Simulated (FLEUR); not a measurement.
# Magnetic state of FeNi3 (Awaruite) from several starts

Wanted: the moments of FeNi3 (Awaruite) and the energy of each order that was tried.

Method: PBE; all-electron FLAPW, Dirac cores, scalar-relativistic bands, in FLEUR MaX-R8.1.

Report form: the programs' logs are mostly left out.

### 1. The starting structure

Symmetry: Pm-3m, No. 221, cubic system. The conventional cell has a = 3.545 Å, b = 3.545 Å, c = 3.545 Å, α = 90.00°, β = 90.00°, γ = 90.00°. Fe has 12 Ni at 2.51 Å nearest. Nearest to Ni lie 4 Fe at 2.51 Å and 8 Ni at 2.51 Å. Farther neighbours are not listed.

Coordinates:

```xyz
4
Lattice="3.5450 0.0000 0.0000 0.0000 3.5450 0.0000 0.0000 0.0000 3.5450" Properties=species:S:1:pos:R:3 pbc="T T T"
Fe    0.0000    0.0000    0.0000
Ni    0.0000    1.7725    1.7725
Ni    1.7725    0.0000    1.7725
Ni    1.7725    1.7725    0.0000
```

### 2. Start 1: ferro ++++

The parallel start comes first: it shows whether parallel moments hold.

inpgen writes inp.xml from crystal.txt; cutoffs, mixing, functional, smearing and local orbitals are then set in the file. The k list default-1 (kpts.xml, not shown) is a Γ-centred 8×8×8 mesh; where the ranks do not divide the number of points, some are split in two of half the weight.

File inp.xml:

```
<?xml version="1.0" encoding="UTF-8" standalone="no"?>
<fleurInput fleurInputVersion="0.39">
   <comment>
      FeNi3
   </comment>
   <calculationSetup>
      <cutoffs Kmax="3.6" Gmax="10.8" GmaxXC="10.8" numbands="0"/>
      <scfLoop itmax="90" minDistance="0.00002" maxIterBroyd="15" imix="Anderson" alpha="0.05" precondParam="0.0" spinf="2.0" sdNocoIR="T"/>
      <coreElectrons ctail="T" frcor="F" kcrel="1" coretail_lmax="0"/>
      <xcFunctional name="pbe" relativisticCorrections="F"/>
      <magnetism jspins="2"/>
      <soc l_soc="F" theta="0.0" phi="0.0" spav="F"/>
      <expertModes spex="0" secvar="F"/>
      <geometryOptimization l_f="F" forcealpha="1.0" forcemix="BFGS" epsdisp="0.00001" epsforce="0.00001"/>
      <ldaU l_linMix="F" mixParam="0.05" spinf="1.0"/>
   </calculationSetup>
   <cell>
      <bzIntegration valenceElectrons="70.0" mode="hist" fermiSmearingEnergy="0.00183747">
         <kPointListSelection listName="default-1"/>
         <xi:include xmlns:xi="http://www.w3.org/2001/XInclude" href="kpts.xml"> </xi:include>
      </bzIntegration>
      <xi:include xmlns:xi="http://www.w3.org/2001/XInclude" href="sym.xml"> </xi:include>
      <bulkLattice scale="1.0">
         <bravaisMatrix>
            <row-1>    6.6990791117069994     0.0000000000000000     0.0000000000000000</row-1>
            <row-2>    0.0000000000000000     6.6990791117069994     0.0000000000000000</row-2>
            <row-3>    0.0000000000000000     0.0000000000000000     6.6990791117069994</row-3>
         </bravaisMatrix>
      </bulkLattice>
   </cell>
   <atomSpecies>
      <species name="Iron (Fe) 2.800" element="Fe" atomicNumber="26">
         <mtSphere radius="2.31" gridPoints="763" logIncrement="0.016"/>
         <atomicCutoffs lmax="8" lnonsphr="6"/>
         <electronConfig flipSpins="F">
            <coreConfig>(1s1/2) (2s1/2) (2p1/2) (2p3/2)</coreConfig>
            <valenceConfig>(3s1/2) (3p1/2) (3p3/2) (4s1/2) (3d3/2) (3d5/2)</valenceConfig>
            <stateOccupation state="(3d3/2)" spinUp="1.4" spinDown="1.0"/>
            <stateOccupation state="(3d5/2)" spinUp="3.0" spinDown="0.6"/>
         </electronConfig>
         <energyParameters s="4" p="4" d="3" f="4"/>
         <lo type="SCLO" l="0" n="3" eDeriv="0"/>
         <lo type="SCLO" l="1" n="3" eDeriv="0"/>
      </species>
      <species name="Nickel (Ni1.001" element="Ni" atomicNumber="28">
         <mtSphere radius="2.31" gridPoints="763" logIncrement="0.016"/>
         <atomicCutoffs lmax="8" lnonsphr="6"/>
         <electronConfig flipSpins="F">
            <coreConfig>(1s1/2) (2s1/2) (2p1/2) (2p3/2)</coreConfig>
            <valenceConfig>(3s1/2) (3p1/2) (3p3/2) (4s1/2) (3d3/2) (3d5/2)</valenceConfig>
            <stateOccupation state="(3d3/2)" spinUp="1.6" spinDown="1.6"/>
            <stateOccupation state="(3d5/2)" spinUp="2.9005" spinDown="1.8995"/>
         </electronConfig>
         <energyParameters s="4" p="4" d="3" f="4"/>
         <lo type="SCLO" l="0" n="3" eDeriv="0"/>
         <lo type="SCLO" l="1" n="3" eDeriv="0"/>
      </species>
   </atomSpecies>
   <atomGroups>
      <atomGroup species="Iron (Fe) 2.800">
         <relPos label="                   1">.0000000000 .0000000000 .0000000000</relPos>
         <force calculate="T" relaxXYZ="TTT"/>
      </atomGroup>
      <atomGroup species="Nickel (Ni1.001">
         <relPos label="                   2">.0000000000 1.000/2.000 1.000/2.000</relPos>
         <relPos label="                   3">1.000/2.000 .0000000000 1.000/2.000</relPos>
         <relPos label="                   4">1.000/2.000 1.000/2.000 .0000000000</relPos>
         <force calculate="T" relaxXYZ="TTT"/>
      </atomGroup>
   </atomGroups>
   <output dos="F" band="F" slice="F">
      <bandDOS minEnergy="-.5*Htr" maxEnergy="0.5*Htr" sigma="0.015" storeEVData="T"/>
      <plotting iplot="0" polar="F">
         <plot TwoD="T" vec1="  1.0  0.0  0.0" vec2="  0.0  1.0  0.0" vec3="  0.0  0.0  1.0" zero="  0.0  0.0  0.0" file="plot"/>
      </plotting>
      <moessbauerParams electricFieldGradient="F" isomerShift="T" coreHyperfine="T" valenceHyperfine="T"/>
   </output>
</fleurInput>
```

File crystal.txt:

```
FeNi3
&input film=F cartesian=F /
3.54500000000  0.00000000000  0.00000000000
0.00000000000  3.54500000000  0.00000000000
0.00000000000  0.00000000000  3.54500000000
1.8897261246
1.0 1.0 1.0

4
26 0.00000000000  0.00000000000  0.00000000000 : 2.800
28 0.00000000000  0.50000000000  0.50000000000 : 1.001
28 0.50000000000  0.00000000000  0.50000000000 : 1.001
28 0.50000000000  0.50000000000  0.00000000000 : 1.001

&kpt div1=8 div2=8 div3=8 gamma=T /
```

Launch:

```sh
$ OMP_NUM_THREADS=1 inpgen -f crystal.txt > inpgen.log  # inp.xml is then edited as shown
$ OMP_NUM_THREADS=1 mpirun -n 4 fleur_MPI > fleur.log
```

Run time: 38 s. Hardware: 4 MPI ranks of Arm Neoverse N1, shared host; peak memory 0.22 GiB; 2.5 min of CPU time.

Spin moment in the muffin-tin sphere by atom:

| atom | spin moment in the muffin-tin sphere (μB) |
| --- | --- |
| Fe1 | 2.95 |
| Ni2 | 0.68 |
| Ni3 | 0.68 |
| Ni4 | 0.68 |

This step gave:

| Quantity | Value |
| --- | --- |
| free energy | -158786.9262 eV |
| program's band gap on this mesh (in a metal only a level spacing) | 0.01484 eV |
| magnetization | 4.849 μB |
| final state | ferromagnetic |

After 24 cycles the largest moment stands at 2.95 μB.

### 3. Run 2 (ferri ++--)

Another pattern of signs weighs the neighbour shells otherwise.

Changes to inp.xml since step 2:

```diff
@@ -57,2 +57,15 @@
       </species>
+      <species name="Nickel (Ni-1.001" element="Ni" atomicNumber="28">
+         <mtSphere radius="2.31" gridPoints="763" logIncrement="0.016"/>
+         <atomicCutoffs lmax="8" lnonsphr="6"/>
+         <electronConfig flipSpins="F">
+            <coreConfig>(1s1/2) (2s1/2) (2p1/2) (2p3/2)</coreConfig>
+            <valenceConfig>(3s1/2) (3p1/2) (3p3/2) (4s1/2) (3d3/2) (3d5/2)</valenceConfig>
+            <stateOccupation state="(3d3/2)" spinUp="1.6" spinDown="1.6"/>
+            <stateOccupation state="(3d5/2)" spinUp="1.8995" spinDown="2.9005"/>
+         </electronConfig>
+         <energyParameters s="4" p="4" d="3" f="4"/>
+         <lo type="SCLO" l="0" n="3" eDeriv="0"/>
+         <lo type="SCLO" l="1" n="3" eDeriv="0"/>
+      </species>
    </atomSpecies>
@@ -65,2 +78,5 @@
          <relPos label="                   2">.0000000000 1.000/2.000 1.000/2.000</relPos>
+         <force calculate="T" relaxXYZ="TTT"/>
+      </atomGroup>
+      <atomGroup species="Nickel (Ni-1.001">
          <relPos label="                   3">1.000/2.000 .0000000000 1.000/2.000</relPos>
```

Changes to crystal.txt since step 2:

```diff
@@ -11,4 +11,4 @@
 28 0.00000000000  0.50000000000  0.50000000000 : 1.001
-28 0.50000000000  0.00000000000  0.50000000000 : 1.001
-28 0.50000000000  0.50000000000  0.00000000000 : 1.001
+28 0.50000000000  0.00000000000  0.50000000000 : -1.001
+28 0.50000000000  0.50000000000  0.00000000000 : -1.001
```

Elapsed: 1.8 min, on 4 MPI ranks; peak memory 0.27 GiB.

Spin moment in the muffin-tin sphere by atom:

| atom | spin moment in the muffin-tin sphere (μB) |
| --- | --- |
| Fe1 | 2.95 |
| Ni2 | 0.68 |
| Ni3 | 0.68 |
| Ni4 | 0.68 |

Read from the output:

```
free energy                                                       : -158786.9262 eV
program's band gap on this mesh (in a metal only a level spacing) : 0.01484 eV
magnetization                                                     : 4.849 μB
final state                                                       : ferromagnetic
```

The typed pattern was not kept: a seeded moment turned or collapsed.

It lies level with the first start, and its largest moment is 2.95 μB against 2.95 μB.

### 4. Order 3, typed as no spin polarisation

Without spin polarisation no moment can form, so the difference from the other runs is what forming moments gains.

Changes to inp.xml since step 3:

```diff
@@ -10,3 +10,3 @@
       <xcFunctional name="pbe" relativisticCorrections="F"/>
-      <magnetism jspins="2"/>
+      <magnetism jspins="1"/>
       <soc l_soc="F" theta="0.0" phi="0.0" spav="F"/>
@@ -31,3 +31,3 @@
    <atomSpecies>
-      <species name="Iron (Fe) 2.800" element="Fe" atomicNumber="26">
+      <species name="Iron (Fe)" element="Fe" atomicNumber="26">
          <mtSphere radius="2.31" gridPoints="763" logIncrement="0.016"/>
@@ -37,4 +37,4 @@
             <valenceConfig>(3s1/2) (3p1/2) (3p3/2) (4s1/2) (3d3/2) (3d5/2)</valenceConfig>
-            <stateOccupation state="(3d3/2)" spinUp="1.4" spinDown="1.0"/>
-            <stateOccupation state="(3d5/2)" spinUp="3.0" spinDown="0.6"/>
+            <stateOccupation state="(3d3/2)" spinUp="1.200000" spinDown="1.200000"/>
+            <stateOccupation state="(3d5/2)" spinUp="1.800000" spinDown="1.800000"/>
          </electronConfig>
@@ -44,3 +44,3 @@
       </species>
-      <species name="Nickel (Ni1.001" element="Ni" atomicNumber="28">
+      <species name="Nickel (Ni)" element="Ni" atomicNumber="28">
          <mtSphere radius="2.31" gridPoints="763" logIncrement="0.016"/>
@@ -50,17 +50,4 @@
             <valenceConfig>(3s1/2) (3p1/2) (3p3/2) (4s1/2) (3d3/2) (3d5/2)</valenceConfig>
-            <stateOccupation state="(3d3/2)" spinUp="1.6" spinDown="1.6"/>
-            <stateOccupation state="(3d5/2)" spinUp="2.9005" spinDown="1.8995"/>
-         </electronConfig>
-         <energyParameters s="4" p="4" d="3" f="4"/>
-         <lo type="SCLO" l="0" n="3" eDeriv="0"/>
-         <lo type="SCLO" l="1" n="3" eDeriv="0"/>
-      </species>
-      <species name="Nickel (Ni-1.001" element="Ni" atomicNumber="28">
-         <mtSphere radius="2.31" gridPoints="763" logIncrement="0.016"/>
-         <atomicCutoffs lmax="8" lnonsphr="6"/>
-         <electronConfig flipSpins="F">
-            <coreConfig>(1s1/2) (2s1/2) (2p1/2) (2p3/2)</coreConfig>
-            <valenceConfig>(3s1/2) (3p1/2) (3p3/2) (4s1/2) (3d3/2) (3d5/2)</valenceConfig>
-            <stateOccupation state="(3d3/2)" spinUp="1.6" spinDown="1.6"/>
-            <stateOccupation state="(3d5/2)" spinUp="1.8995" spinDown="2.9005"/>
+            <stateOccupation state="(3d3/2)" spinUp="1.600000" spinDown="1.600000"/>
+            <stateOccupation state="(3d5/2)" spinUp="2.400000" spinDown="2.400000"/>
          </electronConfig>
@@ -72,3 +59,3 @@
    <atomGroups>
-      <atomGroup species="Iron (Fe) 2.800">
+      <atomGroup species="Iron (Fe)">
          <relPos label="                   1">.0000000000 .0000000000 .0000000000</relPos>
@@ -76,7 +63,4 @@
       </atomGroup>
-      <atomGroup species="Nickel (Ni1.001">
+      <atomGroup species="Nickel (Ni)">
          <relPos label="                   2">.0000000000 1.000/2.000 1.000/2.000</relPos>
-         <force calculate="T" relaxXYZ="TTT"/>
-      </atomGroup>
-      <atomGroup species="Nickel (Ni-1.001">
          <relPos label="                   3">1.000/2.000 .0000000000 1.000/2.000</relPos>
```

File crystal.txt:

```
FeNi3
&input film=F cartesian=F /
3.54500000000  0.00000000000  0.00000000000
0.00000000000  3.54500000000  0.00000000000
0.00000000000  0.00000000000  3.54500000000
1.8897261246
1.0 1.0 1.0

4
26 0.00000000000  0.00000000000  0.00000000000
28 0.00000000000  0.50000000000  0.50000000000
28 0.50000000000  0.00000000000  0.50000000000
28 0.50000000000  0.50000000000  0.00000000000

&kpt div1=8 div2=8 div3=8 gamma=T /
```

It took 18 s on 4 MPI ranks; peak memory 0.19 GiB; 72 s of CPU time.

This step gave:

```yaml
free_energy: -158785.8607 eV
program_s_band_gap_on_this_mesh_in_a_metal_only_a_level_spacing: 0.007293 eV
final_state: non-magnetic (no spin polarisation)
```

It lies 266 meV a seeded atom over the first start.

### 5. The states side by side

Free energies are divided by the number of seeded atoms.

Orders:

| start | final state | typed order kept | energy over the lowest (meV a seeded atom) | largest sphere moment (μB) | net moment (μB a primitive cell) | mesh matched | CPU time (s) |
| --- | --- | --- | --- | --- | --- | --- | --- |
| ferro ++++ | ferromagnetic | yes | 0 | 2.952 | 4.849 | yes | 152.6 |
| ferri ++-- | ferromagnetic | no | 0 | 2.952 | 4.849 | yes | 422.9 |
| no spin polarisation | non-magnetic | - | 266.4 | 0 | 0 | yes | 72.4 |

### 6. Spin–orbit coupling, moments along [001]

Spin–orbit coupling ties the spins to the lattice and lets orbital moments form.

A new self-consistent run of the start ferro ++++, with the moments along z.

Changes to inp.xml since step 2:

```diff
@@ -6,3 +6,3 @@
    <calculationSetup>
-      <cutoffs Kmax="3.6" Gmax="10.8" GmaxXC="10.8" numbands="0"/>
+      <cutoffs Kmax="3.6" Gmax="10.8" GmaxXC="10.8" numbands="150"/>
       <scfLoop itmax="90" minDistance="0.00002" maxIterBroyd="15" imix="Anderson" alpha="0.05" precondParam="0.0" spinf="2.0" sdNocoIR="T"/>
@@ -11,3 +11,3 @@
       <magnetism jspins="2"/>
-      <soc l_soc="F" theta="0.0" phi="0.0" spav="F"/>
+      <soc l_soc="T" theta="0.0" phi="0.0" spav="F"/>
       <expertModes spex="0" secvar="F"/>
@@ -66,2 +66,5 @@
          <relPos label="                   3">1.000/2.000 .0000000000 1.000/2.000</relPos>
+         <force calculate="T" relaxXYZ="TTT"/>
+      </atomGroup>
+      <atomGroup species="Nickel (Ni1.001">
          <relPos label="                   4">1.000/2.000 1.000/2.000 .0000000000</relPos>
```

Changes to crystal.txt since step 2:

```diff
@@ -14,2 +14,3 @@
 
+&soc 0.0000000 0.0000000 /
 &kpt div1=8 div2=8 div3=8 gamma=T /
```

Elapsed: 7.8 min, on 4 MPI ranks; peak memory 0.53 GiB; 31 min of CPU time.

Spin moment in the muffin-tin sphere by atom:

| atom | spin moment in the muffin-tin sphere (μB) |
| --- | --- |
| Fe1 | 2.95 |
| Ni2 | 0.67 |
| Ni3 | 0.67 |
| Ni4 | 0.67 |

Numbers from this step:

* free energy: -158787.0127 eV
* program's band gap on this mesh (in a metal only a level spacing): 0 eV
* magnetization: 4.837 μB
* final state: ferromagnetic
* orbital moment along the spin: 0.05457 μB

Orbital moment in the sphere, along the spin axis by atom:

| atom | orbital moment in the sphere, along the spin axis (μB) |
| --- | --- |
| Fe1 | 0.0546 |
| Ni2 | 0.0396 |
| Ni3 | 0.0396 |
| Ni4 | 0.0416 |

Fields along z, the direction of positive moments; semicore shells count as valence. Hyperfine fields at the nuclei:

| atom | core contact (T) | valence contact (T) | dipolar (T) | orbital (T) | sum (T) | density at the nucleus (e/bohr³) |
| --- | --- | --- | --- | --- | --- | --- |
| Fe1 | -71.17 | 53.04 | 0.006563 | 2.9 | -15.22 | 15154 |
| Ni2 | -22.86 | 5.645 | 0.1259 | 3.393 | -13.7 | 19692 |
| Ni3 | -22.86 | 5.645 | 0.1259 | 3.393 | -13.7 | 19692 |
| Ni4 | -22.86 | 5.642 | -0.2672 | 3.624 | -13.86 | 19692 |

### 7. Results

* lowest state found: ferromagnetic (typed ferro ++++)
* largest site spin moment: 2.95 μB
* next finished state: non-magnetic, 266 meV a seeded atom higher
* energy gained by spin polarisation: 266 meV a seeded atom
* hyperfine field at Fe1, along its moment: -15.2 T
* orbital moment on the atom of largest spin, along its spin (spin–orbit run): 0.0546 μB

**Reading.** The lowest state found is ferromagnetic, reached from the start ferro ++++, with moments up to 2.95 μB. 1 start left the typed pattern (a sign turned, or a seeded moment died or shrank under 0.15 μB), so such an energy belongs to the state reached, not the one typed. At Fe1 the core shells give -71.2 T and the valence and semicore s states 53.0 T along the moment, -6.15 T per μB together; orbital and dipolar parts add 2.9 T. Semilocal functionals tend to give too weak a core polarisation. The orbital moment is parallel to the spin. Only 3 starts were tried; other patterns of signs, canted and longer-period orders were not. With 4 seeded atoms in the first cell, sign patterns within that cell may remain untried.

[Logs and program files are shortened in this print: banners, set-up blocks, solver, clock and traceback lines can be left out without a mark of their own.]

[Logs are printed without paths, hosts, clocks, repeated set-up lines and the standing remarks that a program may print on its own settings, such as how far it seeks lower states.]

[Hosts, paths, dates, database ids (printed as entryN), source tags and the programs' standing remarks are cut or masked in the printed files.]

[Where a cell is said to come from a database of computed structures, the database is the Materials Project.]
